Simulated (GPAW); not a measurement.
Entries from a set of simulations; values are calculated unless marked as measured.

```
! title: A GW chain in GPAW: Bi2Te3 (Tellurobismuthite)
! method: DFT, LDA, plane waves, PAW (and 1 further level or step)
! program: GPAW 26.7.0
! settings of one run: cutoff 450 eV, GPAW PAW setups 1.2.1 data release, 4×4×4 k-mesh, nbands 211
! cost: 3 runs, 12 min in all on 8 MPI ranks of Intel Xeon Platinum 8488C (Sapphire Rapids), shared host (the runs of this entry)
! notes: The cell and positions come from the Crystallography Open Database and are kept as given unless a step says otherwise. Limits: no spin-orbit coupling. The calculation has static nuclei and no excitons; a measured gap holds zero-point and thermal motion, which mostly lowers it. With atoms this heavy the missing spin-orbit coupling can matter too. Bands and cutoff are finite, so the gap is not at the basis limit. The miss can reach some tenths of an eV and take either sign; the mesh is an error of its own. These scalar-relativistic gaps are then model values, not to be set against experiment, and a spin-orbit change taken from DFT can’t simply be added.
! LDA gap: 0.18 eV, direct
! G0W0 gap on the mesh: 0.31 eV
! GW settings: 4×4×4 mesh, 201 bands, screening to 65 eV, Godby-Needs plasmon pole
! known limits: not at the basis limit; model gap, bands may invert with spin-orbit coupling; no spin-orbit coupling
CELL_PARAMETERS angstrom
2.19300 1.26613 10.16567
-2.19300 1.26613 10.16567
0.00000 -2.53226 10.16567
ATOMIC_POSITIONS crystal
Bi 0.40000 0.40000 0.40000
Bi 0.60000 0.60000 0.60000
Te 0.00000 0.00000 0.00000
Te 0.20950 0.20950 0.20950
Te 0.79050 0.79050 0.79050
```

[Paths, hosts, dates, memory and timing lines, banners, echoed tables and standing remarks are left out of the program output.]

[Logs are printed without paths, hosts, clocks, repeated set-up lines and the standing remarks that a program may print on its own settings, such as how far it seeks lower states.]

[Runs of the session that timed out or met a known fault of the program may be left out.]

[Hosts, paths, dates, database ids (printed as entryN), source tags and the programs' standing remarks are cut or masked in the printed files.]
